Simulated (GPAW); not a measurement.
Consider wurtzite (GaN)1-x(AlN)x, x = 0.125.

```xyz
16
Lattice="6.3587 0.0000 0.0000 0.0000 5.5068 0.0000 0.0000 0.0000 5.1596" Properties=species:S:1:pos:R:3 pbc="T T T"
Ga    0.0071    5.5052    0.0033
N     0.0019    1.8419    0.6291
Ga    0.0018    1.8420    2.5868
N     0.0068    5.4988    3.2101
Ga    1.6064    2.7458    0.0030
N     1.6018    4.5860    0.6303
Ga    1.6099    4.5839    2.5856
N     1.6412    2.7252    3.2020
Ga    3.1851    0.0163    5.1589
N     3.1837    1.8342    0.7049
Al    3.1820    1.8335    2.5848
N     3.1854    0.0589    3.2022
Ga    4.7579    2.7476    5.1586
N     4.7701    4.5871    0.6275
Ga    4.7616    4.5867    2.5822
N     4.7206    2.7281    3.1990
```

Absorber: atom 2, with 3 Ga at 1.95 Å and 1 Ga at 1.96 Å (tetrahedral). Method: GPAW, LDA, excited-electron core hole (neutral cell), 16-atom cell with 5.2 Å between holes, 4×4×5 k points, dipole transitions, Gaussian full width 0.9 eV up to 4 eV, rising linearly to 3.5 eV at 25 eV.

Where do the maxima of the N K edge fall?

Main maxima up to 24 eV above the zero (height): 5.1 eV (3.16) and 22.1 eV (1.00). A K edge sees empty p states on the absorber. The total-energy difference is 403.01 eV. One term is added: -7.76 eV, since the hole is spin-paired here and a spin-polarised one costs that much less in the free atom (computed apart). The photon energy is then 395.25 eV. The functional leaves an error in such absolute values: in the free atom LDA prices this hole 3.5 eV below PBE (computed apart), and PBE is itself good to a few eV.

The N K spectrum (energy from the bottom of the conduction band, which holds the excited electron; intensity scaled to a mean of 1 over the first 20 eV):

```
E (eV)  isotropic  ε ∥ x  ε ∥ y  ε ∥ z
  -2.0       0.00   0.00   0.00   0.00
  -1.5       0.00   0.00   0.00   0.00
  -1.0       0.00   0.00   0.00   0.00
  -0.5       0.00   0.00   0.00   0.00
   0.0       0.00   0.01   0.00   0.00
   0.5       0.03   0.04   0.02   0.02
   1.0       0.09   0.11   0.09   0.06
   1.5       0.19   0.24   0.19   0.15
   2.0       0.49   0.62   0.40   0.44
   2.5       1.30   1.34   1.15   1.42
   3.0       2.13   1.96   1.73   2.70
   3.5       2.37   2.11   2.12   2.87
   4.0       2.51   2.43   2.74   2.35
   4.5       2.75   2.70   3.33   2.23
   5.0       3.15   3.17   3.81   2.49
   5.5       2.79   3.04   3.03   2.29
   6.0       2.06   2.32   1.80   2.06
   6.5       1.56   1.68   1.20   1.80
   7.0       1.41   1.32   1.12   1.78
   7.5       1.41   1.24   1.07   1.90
   8.0       1.22   1.09   0.98   1.60
   8.5       0.95   0.86   0.94   1.05
   9.0       0.81   0.77   0.99   0.68
   9.5       0.79   0.81   1.04   0.51
  10.0       0.81   0.92   1.06   0.44
  10.5       0.83   1.01   1.05   0.44
  11.0       0.83   1.03   0.98   0.49
  11.5       0.78   0.95   0.83   0.55
  12.0       0.67   0.77   0.64   0.61
  12.5       0.56   0.57   0.48   0.63
  13.0       0.46   0.41   0.36   0.61
  13.5       0.38   0.30   0.29   0.56
  14.0       0.34   0.25   0.26   0.50
  14.5       0.33   0.26   0.27   0.46
  15.0       0.36   0.30   0.31   0.46
  15.5       0.40   0.35   0.37   0.49
  16.0       0.45   0.40   0.42   0.54
  16.5       0.48   0.43   0.45   0.58
  17.0       0.51   0.45   0.47   0.61
  17.5       0.55   0.48   0.50   0.66
  18.0       0.60   0.54   0.55   0.70
  18.5       0.66   0.63   0.62   0.73
  19.0       0.72   0.71   0.70   0.74
  19.5       0.76   0.79   0.77   0.73
  20.0       0.81   0.86   0.84   0.72
  20.5       0.86   0.93   0.91   0.73
  21.0       0.92   0.99   0.99   0.78
  21.5       0.97   1.04   1.04   0.84
  22.0       1.00   1.05   1.05   0.90
  22.5       0.99   1.01   1.01   0.95
  23.0       0.94   0.93   0.92   0.95
  23.5       0.86   0.83   0.82   0.93
  24.0       0.78   0.74   0.73   0.88
  24.5       0.72   0.67   0.66   0.83
  25.0       0.68   0.64   0.63   0.78
```

The holes are only 5.2 Å apart, so the shape is probably not converged with cell size; no larger cell was run here. The mesh is coarse (0.29 Å⁻¹ between points), so small maxima may be mesh ripples.

[Banner, clock and machine lines of the logs are left out without a mark of their own.]

[Logs are printed without paths, hosts, clocks, repeated set-up lines and the standing remarks that a program may print on its own settings, such as how far it seeks lower states.]

[Hosts, paths, dates, database ids (printed as entryN), source tags and the programs' standing remarks are cut or masked in the printed files.]

[Lists of maxima count a maximum above −3 eV only where it reaches 4 % of the highest in the window and stands out from its surroundings by 2 % of it (1.5 % where it reaches 55 %); shoulders and weaker maxima are passed over, and of the rest the first, up to two pre-edge ones and the few strongest are named.]
